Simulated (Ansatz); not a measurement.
# Lattice dynamics of Be2Ge (model cell, started as cuprite), part 2 of 2

How does Be2Ge (model cell, started as cuprite) vibrate, and is this structure a minimum?

Ansatz 0.2.0; DFT LDA, scalar-relativistic, plane waves, PAW.

So far. Step 3 (Relaxing to small forces for the phonons): The forces vanish by symmetry and the pressure is 0.000 GPa, within the tolerances set. The cell now holds 19.60 Å³/atom. The relaxed cell has a = 4.900 Å (conventional setting).

The structure was built from a prototype and need not be the compound's stable phase.

In doubt: the program warns that the response may not be converged on this k-mesh, which bears on the force constants and all frequencies.

## 4. Phonons on a q mesh

Stability and thermal properties need the whole zone. Linear response on a 2×2×2 q mesh gives force constants as far as a supercell of that size would.

Input file input.yaml:

```yaml
crystal:
  lattice:
    - [4.8996017328, 0.0, 0.0]
    - [0.0, 4.8996017328, 0.0]
    - [0.0, 0.0, 4.8996017328]
  atoms:
    - { symbol: Ge, position: [0.0, 0.0, 0.0] }
    - { symbol: Ge, position: [0.5, 0.5, 0.5] }
    - { symbol: Be, position: [0.25, 0.25, 0.25] }
    - { symbol: Be, position: [0.75, 0.75, 0.25] }
    - { symbol: Be, position: [0.75, 0.25, 0.75] }
    - { symbol: Be, position: [0.25, 0.75, 0.75] }
kpoints:
  mp_grid: { grid: [6, 6, 6] }
hamiltonian:
  xc: lda
scf:
  occupations: { method: fixed }
output:
  eigenvalues: true
phonons:
  method: dfpt
  dielectric: true
  rigid_motions: translations
  raman: true
  qmesh: [2, 2, 2]
  temperatures: { t_max: 1000, t_step: 50 }
  qpath:
    path:
      - [[0.0, 0.0, 0.0], [0.0, 0.5, 0.0], [0.5, 0.5, 0.0], [0.0, 0.0, 0.0], [0.5, 0.5, 0.5], [0.0, 0.5, 0.0]]
      - [[0.5, 0.5, 0.5], [0.5, 0.5, 0.0]]
    npoints: 10
```

The run is started by

```console
$ ansatz run input.yaml --threads 8 --pin off --max-ram 14336MiB --backend cpu --events-out ev --progress --plain --runs-dir out
```

Numbers of over 12 decimals in the logs are rounded to 6 here.

Output:

```text
Warning: phonons: the dynamical matrix that this run interpolates holds no multipole term above the dipole-dipole one, and a site of this crystal is no centre of inversion, so its interpolated transverse optical and acoustic branches and sound speeds can stay off near Gamma, and the density of states and the thermodynamics with them. What a run solves at a wave vector of phonons.qpoints, Gamma apart, where the deck admits one, is free of this, and under fd what a larger phonons.supercell samples
[...]
Crystal: 6 atoms, lattice volume = 117.620 Å³
Basis set: ecut = 420 eV, 2325 PW (Γ), exchange–correlation on 72×72×72 points (8 copies of the dense FFT grid, shifted against one another)
Bands: 24, of which v1, the nominal top of the filled ones, is band 18 counted from 1 (17 counted from 0)
Symmetry: 48 space group operations
k-points: 68 of 216 (irreducible under 2 space group operations, time reversal used)
[...]
SCF iter   1: F=—  HF=-8778.650834 eV  |F-HF|=—  |Δ(HF+E_count)|=         —  Δρ=2.74e-3  dr2=1.12e-2  ethr=1.77e-3  ⟨swp⟩=4.7  Hψ=6617  notcnv=0  defer=203
[...]
SCF iter   9: F=-8778.642288 eV  HF=-8778.642288 eV  |F-HF|=8.00e-11  |Δ(HF+E_count)|=   1.68e-9  Δρ=3.11e-7  dr2=5.40e-11  ethr=1.00e-12  ⟨swp⟩=10.3  Hψ=10785  notcnv=0
SCF 1 converged in 9 iterations: F = -8778.642288 eV  dr2 = 5.40e-11
[...]
DFPT response loops at Γ: preconditioner auto → Resta (q_TF=auto, 2.240 Å⁻¹)  ε∞=11.7 (no band partly filled); β = 1.00, the filter's whole step (`scf.mixing.beta` (0.50) is not read by the response loops at its default; to damp them type it under 1.00, their step now; it binds the ground state too); Broyden in place of MSR1
── the response to a field inside a basis, on 8×8×8 k-points: an SCF that follows is theirs, and a resumed run solves both again ──
Bands: 19, of which v1, the nominal top of the filled ones, is band 18 counted from 1 (17 counted from 0)
k-points: 20
[...]
Eigensolver: Dense (20 Hₖ)
SCF iter   1: F=—  HF=-8778.637850 eV  |F-HF|=—  |Δ(HF+E_count)|=         —  Δρ=7.55e-5  dr2=2.61e-6  ethr=1.00e-1
[...]
SCF iter   6: F=-8778.637847 eV  HF=-8778.637847 eV  |F-HF|=3.64e-12  |Δ(HF+E_count)|=  1.06e-10  Δρ=1.00e-7  dr2=1.38e-11  ethr=1.57e-12
SCF 1 converged in 6 iterations: F = -8778.637847 eV  dr2 = 1.38e-11
[...]
WARN: field response: ε∞ stands inside a basis, on 8×8×8 points; the force constants stand on the 6×6×6 k-mesh, whose period is 10.48 times the interband length at k = (0.0000, 0.0000, 0.0000), direct gap 0.436 eV, under 14: take them and everything formed from them as unconverged, and compare with a denser kpoints.mp_grid
NSCF: frozen V_eff on 20 k-points
[...]
DFPT response loops at q = (0, 0, -0.5) (fractional): preconditioner auto → Resta (q_TF=auto, 2.240 Å⁻¹)  ε∞=11.7 (no band partly filled); β = 1.00, the filter's whole step (`scf.mixing.beta` (0.50) is not read by the response loops at its default; to damp them type it under 1.00, their step now; it binds the ground state too); Broyden in place of MSR1
[...]
SCF converged after 9 iterations
Free energy (F): -8778.642288 eV
[...]
Internal energy: -8778.642288 eV  (E = F + TS)
E sigma→0 (E₀):  -8778.642288 eV
Fermi energy:    2.841594 eV
[...]
--- Band table (eV; the first three rows and the last of 68) ---
  k-point 0: bands = [... 14 lower, 1.3017, 2.8416, 2.8416, 2.8416, 3.2780, 3.2780, 5.7191, 7.6147, ... 2 higher]
  k-point 1: bands = [... 14 lower, 1.3973, 2.2352, 2.7586, 2.7586, 3.4364, 4.1859, 6.4508, 6.9061, ... 2 higher]
  k-point 2: bands = [... 14 lower, 1.6626, 1.6626, 2.5031, 2.5031, 3.9085, 5.7242, 5.8137, 7.1533, ... 2 higher]
  k-point 67: bands = [... 14 lower, 0.5633, 0.6310, 0.6310, 0.6310, 6.4757, 6.4757, 6.4757, 9.0290, ... 2 higher]
--- Phonons (Γ-DFPT): 2 representative perturbations + reference, on 68 of 216 k-points (Σ response iterations 6) ---
  k mesh reduced under 2 symmetry operations, with k and −k counted as one. Each operation leaves every solved perturbation unchanged. A smaller set is not considered because the run solves the response to a homogeneous field
  ASR residual: 1.007e-4 → 0.000e0 eV/Å²; symmetrization residual: 2.589e-6 eV/Å²
  ASR residual per site (eV/Å²): 1.01e-4 1.01e-4 2.43e-5 2.43e-5 2.43e-5 2.43e-5
  Γ frequencies (cm⁻¹): -75.97 -75.97 -75.97 -63.19 -63.19 -63.19 0.00 0.00 0.00 196.97 196.97 196.97 295.35 295.35 725.45 734.01 734.01 734.01
  ε∞ (high-frequency dielectric tensor):
       11.417623    -0.000000     0.000000
       -0.000000    11.417623     0.000000
        0.000000     0.000000    11.417623
  softest optical mode at Γ: -75.97 cm⁻¹; the repairs (sum rule, projections) moved no ω² at Γ by more than (1.70 cm⁻¹)²
  Born effective charges Z* (e; rows j = field, columns β = displacement):
    site 0:
        -2.54552   -0.00000   -0.00000
        -0.00000   -2.54552   -0.00000
         0.00000    0.00000   -2.54552
    site 1:
        -2.54552   -0.00000   -0.00000
        -0.00000   -2.54552   -0.00000
        -0.00000    0.00000   -2.54552
    site 2:
         1.27276    0.45797    0.45797
         0.45797    1.27276    0.45797
         0.45797    0.45797    1.27276
    site 3:
         1.27276    0.45797   -0.45797
         0.45797    1.27276   -0.45797
        -0.45797   -0.45797    1.27276
    site 4:
         1.27276   -0.45797    0.45797
        -0.45797    1.27276   -0.45797
         0.45797   -0.45797    1.27276
    site 5:
         1.27276   -0.45797   -0.45797
        -0.45797    1.27276    0.45797
        -0.45797    0.45797    1.27276
  Z* charge neutrality: 9.448e-4 e pre-enforcement
  solved inside a basis spanned on kpoints, on 8×8×8 k-points transformed towards the longest dipole: ε∞ is read to err by 4.6e-2, Z* by 1.9e-2 e (field_mesh: kpoints solves on kpoints); Z* is corrected for what the basis lacks
  Raman tensors (in the event stream and the table raman_tensors.tsv): an entry may err by 8.2e-1 Å², one of the second-order susceptibility by 1.1e-18 pm/V (basis, points and sum rule); their sum over the sites missed zero by 1.776e-15 Å² ahead of its enforcement
  optical modes at Γ without the LO–TO term, one row a degenerate level:
      ω (cm⁻¹)  modes    IR ((D/Å)²/amu)  static Raman (Å⁴/amu)  depolarisation
        -75.97      3             0.0000                 0.0000               —
        -63.19      3            16.4304                 0.0000               —
        196.97      3             0.0000               308.0227           0.750
        295.35      2             0.0000                 0.0000               —
        725.45      1             0.0000                 0.0000               —
        734.01      3            58.5681                 0.0000               —
  optical modes at Γ + LO–TO along q̂ = [1.0000, 0.0000, 0.0000]:
      ω (cm⁻¹)  modes    IR ((D/Å)²/amu)  static Raman (Å⁴/amu)  depolarisation
        -75.97      3             0.0000                 0.0000               —
        -63.19      2            10.9536                 0.0000               —
         65.02      1             4.8886                 0.0000               —
        196.97      3             0.0000               308.0227           0.750
        295.35      2             0.0000                 0.0000               —
        725.45      1             0.0000                 0.0000               —
        734.01      2            39.0454                 0.0000               —
        755.15      1            20.1109                 0.0000               —
  optical modes at Γ + LO–TO along q̂ = [0.0000, 1.0000, 0.0000]:
      ω (cm⁻¹)  modes    IR ((D/Å)²/amu)  static Raman (Å⁴/amu)  depolarisation
        -75.97      3             0.0000                 0.0000               —
        -63.19      2            10.9536                 0.0000               —
         65.02      1             4.8886                 0.0000               —
        196.97      3             0.0000               308.0227           0.750
        295.35      2             0.0000                 0.0000               —
        725.45      1             0.0000                 0.0000               —
        734.01      2            39.0454                 0.0000               —
        755.15      1            20.1109                 0.0000               —
  optical modes at Γ + LO–TO along q̂ = [0.0000, 0.0000, 1.0000]:
      ω (cm⁻¹)  modes    IR ((D/Å)²/amu)  static Raman (Å⁴/amu)  depolarisation
        -75.97      3             0.0000                 0.0000               —
        -63.19      2            10.9536                 0.0000               —
         65.02      1             4.8886                 0.0000               —
        196.97      3             0.0000               308.0227           0.750
        295.35      2             0.0000                 0.0000               —
        725.45      1             0.0000                 0.0000               —
        734.01      2            39.0454                 0.0000               —
        755.15      1            20.1109                 0.0000               —
--- Phonons (arbitrary-q DFPT): 4 irreducible q on the 2×2×2 mesh ---
  q = [0.0000, 0.0000, 0.0000] (star 1, of the zone-centre solve; hermiticity 3.83e-7, symmetrization 1.83e-7): -75.97 -75.97 -75.97 -63.19 -63.19 -63.19 -0.00 0.00 0.00 196.97 196.97 196.97 295.35 295.35 725.45 734.01 734.01 734.01
  q = [0.0000, 0.0000, -0.5000] (star 3, 4 solved perturbations in 284 linear systems a pass and spin channel, the states on 112 of 216 k-point pairs; hermiticity 1.25e-7, symmetrization 6.45e-13): -61.68 -61.68 -33.16 -33.16 61.26 61.26 125.49 125.49 151.72 151.72 180.69 180.69 199.38 199.38 735.02 735.02 738.76 738.76
[...]
sum rule: each row above includes the acoustic sum rule's correction from the zone centre's row sums; it moved no ω² by more than (1.21 cm⁻¹)²
  mesh force constants: q→R imaginary residual 1.97e-17; ASR residual 1.007e-4 → 0.000e0 eV/Å²; symmetrization residual 8.882e-15 eV/Å²
  interpolated dispersion: 63 rows × 18 modes
  density of states and harmonic sums: on the 14×14×14 q-mesh, interpolated from the force constants of a 2×2×2 supercell (with the dipole–dipole term)
  largest difference from the sums on the solved wave vectors: F 2.31e-1 eV, S 2.93e-4 and C_V 6.21e-5 eV/K
  zero-point energy: 0.267356 eV/cell   skipped modes (ω ≤ 0): 516, of them read as no rigid motion or as one in doubt: 513 (4.153e0 modes/cell left out, lowest -94.90 cm⁻¹)   left out of the sums: 2.31e-1 of the cell's modes: C_V's classical limit lies that fraction below 3 k_B per atom; for a crystal, a wire or a layer, F and S can be off by more, and a phonons.interpolated_qmesh denser along its periods is the remedy for the sampling
```

It took 96 s on 8 threads of Arm Neoverse V2, shared host; peak memory 2.2 GiB; 11 min of CPU time.

In the SCF lines HF is the Harris–Foulkes energy and dr2 the Hartree energy of the density residual, in eV; the loop may stop once dr2 is under the threshold and the program's other checks hold. Hψ counts applications of the Hamiltonian.

Numbers from this step:

- sum-rule residual before enforcement: 1.01e-4 eV/Å²
- miss of the charge sum rule: 9.45e-4 e
- estimated error of the dielectric tensor: 0.04578
- estimated error of the Born charges: 0.01894 e
- lowest frequency on the path: -95.12 cm⁻¹
- point group: m-3m
- highest frequency on the path or at a solved wavevector: 755.2 cm⁻¹
- highest optical mode at the zone centre (no LO-TO term): 734.0 cm⁻¹
- lowest optical zone-centre mode: -75.97 cm⁻¹
- mean high-frequency dielectric constant: 11.42
- largest Born charge (third of the trace): -2.546 e
- top of the zone-centre spectrum with the field: 755.1 cm⁻¹
- lowest mode on the q mesh (acoustic modes at Γ apart): -75.97 cm⁻¹

Optical modes at the zone centre, without and with the macroscopic field of the longitudinal modes; each column is sorted by frequency, so a row need not hold one and the same mode. Modes with and without the field, by row:

| rank among optical modes | no field (cm⁻¹) | q along (1, 0, 0) (cm⁻¹) |
| --- | --- | --- |
| 1 | -76 | -76 |
| 2 | -76 | -76 |
| 3 | -76 | -76 |
| 4 | -63.2 | -63.2 |
| 5 | -63.2 | -63.2 |
| 6 | -63.2 | 65 |
| 7 | 197 | 197 |
| 8 | 197 | 197 |
| 9 | 197 | 197 |
| 10 | 295.4 | 295.4 |
| 11 | 295.4 | 295.4 |
| 12 | 725.5 | 725.5 |
| 13 | 734 | 734 |
| 14 | 734 | 734 |
| 15 | 734 | 755.1 |

Born charge (rows field, columns displacement) (e), principal values of the symmetric part by kind of site:

```csv
atom,atoms with these values,low,middle,high,mean
Ge1,2,-2.55,-2.55,-2.55,-2.55
Be3,4,0.81,0.81,2.19,1.27
```

In full for Ge1:

```
-2.55  0.00  0.00
 0.00 -2.55  0.00
 0.00  0.00 -2.55
```

High-frequency dielectric tensor:

```
11.42  0.00  0.00
 0.00 11.42  0.00
 0.00  0.00 11.42
```

Transverse modes; imaginary modes are left out. Infrared lines, with heights relative to the strongest:

| position (cm⁻¹) | label | relative intensity |
| --- | --- | --- |
| 197 | T2g | 0.0 |
| 295 | Eu | 0.0 |
| 725 | A2u | 0.0 |
| 734 | T1u | 100 |

Activity x (w_L - w)^4 (n + 1)/w, 532 nm, 300 K; imaginary modes are left out; the tensors are static ones, while 532 nm light lies above the computed direct gap, where resonance would change the heights; modes without the macroscopic field alone. Lines of the Raman spectrum (strongest = 100):

```csv
position (cm⁻¹),label,relative intensity
197,T2g,100
295,Eu,0.0
725,A2u,0.0
734,T1u,0.0
```

Frequencies (cm⁻¹) solved at each irreducible wavevector; negative means imaginary. Frequencies by wavevector, by row:

```
q in reciprocal lattice units  star  mode 1  mode 2  mode 3  mode 4  mode 16  mode 17  mode 18
                        0 0 0     1     -76     -76     -76   -63.2      734      734      734
                     0 0 -0.5     3   -61.7   -61.7   -33.2   -33.2      735    738.8    738.8
                  0 -0.5 -0.5     3   -70.3   -70.3   -38.3   -38.3    736.3    744.8    744.8
               -0.5 -0.5 -0.5     1   -69.4   -69.4   -69.4   -33.8    738.3    738.3    738.3
```

Interpolated from a 2×2×2 q mesh, with the LO-TO term (at Γ the limit along the path; where Γ stands inside the path, tables give the limit on arrival). The phonon branches at the labelled points (cm⁻¹):

```csv
point,branch 1,branch 2,branch 3,branch 4,branch 15,branch 16,branch 17,branch 18
Γ,-76,-76,-76,-63,725,734,734,755
halfway,-66,-66,-46,-46,729,734,734,750
X,-62,-62,-33,-33,735,735,739,739
halfway,-71,-71,-27,-27,735,735,742,742
M,-70,-70,-38,-38,736,736,745,745
halfway,-95,-46,-43,-26,731,734,737,748
Γ,-76,-76,-76,-63,725,734,734,755
halfway,-73,-73,-71,19,733,737,737,744
R,-69,-69,-69,-34,721,738,738,738
halfway,-68,-55,-49,-42,735,737,739,740
X,-62,-62,-33,-33,735,735,739,739
jump to R,-69,-69,-69,-34,721,738,738,738
halfway,-62,-62,-48,-48,732,737,737,742
M,-70,-70,-38,-38,736,736,745,745
```

Tetrahedra on a 14×14×14 mesh, mean over bins of 10 cm-1. Interpolated from a 2×2×2 q mesh. Table of phonon density of states by wavenumber; read off at these points:

```csv
wavenumber (cm⁻¹),phonon density of states (1/cm⁻¹/cell)
-95,0.00437
-65,0.0900
-35,0.0541
-5,0.00746
25,0.0383
35,0.0516
55,0.0343
85,0.0361
115,0.0454
135,0.0256
165,0.0436
195,0.0855
205,0.143
225,0.0135
255,0.00643
285,0.00242
315,0
345,0
375,0
405,0
435,0
465,0
495,0
525,0
545,0
575,0
605,0
635,0
665,0
695,0
725,0.0158
735,0.274
755,0.00869
```

The partial phonon density of states has structure finer than the step of the table below, so its rows give means over 25 cm⁻¹, whole bins alone (the curve runs from -105 to 787 cm⁻¹). Peaks (cm⁻¹: height): Be -66.0: 0.0714, 113.6: 0.0274, 736.6: 0.189; Ge -26.7: 0.0239, 29.5: 0.0202, 203.4: 0.0978.

Phonopy on the run's constants, 11x11x11 mesh, Gaussian sigma 6.4 cm-1. Interpolated from a 2×2×2 q mesh. Partial phonon density of states against wavenumber; means over each step; values in 1/cm⁻¹/cell:

| wavenumber (cm⁻¹) | Be | Ge |
| --- | --- | --- |
| -75 | 0.0512 | 0.00166 |
| -50 | 0.0514 | 0.0113 |
| -25 | 0.0180 | 0.0213 |
| 0 | 0.00329 | 0.00659 |
| 25 | 0.0165 | 0.0170 |
| 50 | 0.0249 | 0.0125 |
| 75 | 0.0209 | 0.00734 |
| 100 | 0.0230 | 0.0171 |
| 125 | 0.0221 | 0.0141 |
| 150 | 0.0214 | 0.0136 |
| 175 | 0.0222 | 0.0251 |
| 200 | 0.0229 | 0.0697 |
| 225 | 0.0133 | 0.0133 |
| 250 | 0.00697 | 1.3e-4 |
| 275 | 0.00388 | 2.1e-5 |
| 300 | 6.2e-4 | 0 |
| 325 | 6.4e-7 | 0 |
| 350 | 0 | 0 |
| 375 | 0 | 0 |
| 400 | 0 | 0 |
| 425 | 0 | 0 |
| 450 | 0 | 0 |
| 475 | 0 | 0 |
| 500 | 0 | 0 |
| 525 | 0 | 0 |
| 550 | 0 | 0 |
| 575 | 0 | 0 |
| 600 | 0 | 0 |
| 625 | 0 | 0 |
| 650 | 0 | 0 |
| 675 | 0 | 0 |
| 700 | 2.0e-4 | 4.0e-6 |
| 725 | 0.0744 | 0.00434 |
| 750 | 0.0759 | 0.00460 |

Symmetry leaves 4 wavevectors to solve. The lowest mode among them, the acoustic zeros apart, lies at Γ and is imaginary, 76.0i cm⁻¹, so the energy falls along it. Between them the interpolated path dips to 95i cm⁻¹.

The log warns of the k mesh: “the force constants stand on the 6×6×6 k-mesh, whose period is 10.48 times the interband length at k = (0.0000, 0.0000, 0.0000), direct gap 0.436 eV, under 14: take them and everything formed from them as unconverged”.

## 5. Outcome

| Quantity | Value |
| --- | --- |
| space group after relaxation (within 0.01 Å) | Pn-3m |
| volume per atom | 19.6 Å³ |
| gap on the k-mesh | 0.436 eV |
| highest optical mode at the zone centre (no LO-TO term) | 734 cm⁻¹ |
| top of the zone-centre spectrum with the field | 755 cm⁻¹ |
| lowest optical zone-centre mode | -76.0 cm⁻¹ |
| mean high-frequency dielectric constant | 11.4 |
| largest Born charge (third of the trace) | -2.55 e |
| lowest mode on the q mesh (acoustic modes at Γ apart) | -76.0 cm⁻¹ |
| highest frequency on the path or at a solved wavevector | 755 cm⁻¹ |
| imaginary modes on the 2×2×2 q mesh | yes |

Modes are clearly imaginary (beyond 10i cm⁻¹) at 4 of the 4 irreducible wavevectors, most at Γ (76.0i cm⁻¹), so this structure is not a minimum of the energy. Without the field, the optical modes at Γ span -76 to 734 cm⁻¹ (negative means imaginary). With the macroscopic field of the longitudinal modes the top of the zone-centre spectrum lies at 755 cm⁻¹, against 734 cm⁻¹ without it. Among the real modes, the strongest infrared line is at 734 cm⁻¹. Averaged over orientations, the strongest Raman line at 532 nm and 300 K is at 197 cm⁻¹. The tensors are the static, non-resonant ones, while 532 nm light (2.33 eV) lies above the computed gap. With the field response the log warns that the k mesh is coarse for the force constants too, so the frequencies may not be converged. The program warns that the interpolation holds no quadrupole term, so branches close to Γ can be off in this crystal. The starting cell was built on a prototype and not taken from a measurement, so the phase need not exist. These are harmonic frequencies at zero temperature: anharmonic shifts, linewidths and thermal expansion are left out.

[Logs are printed without paths, hosts, clocks, repeated set-up lines and the standing remarks that a program may print on its own settings, such as how far it seeks lower states.]

[Hosts, paths, dates, database ids (printed as entryN), source tags and the programs' standing remarks are cut or masked in the printed files.]
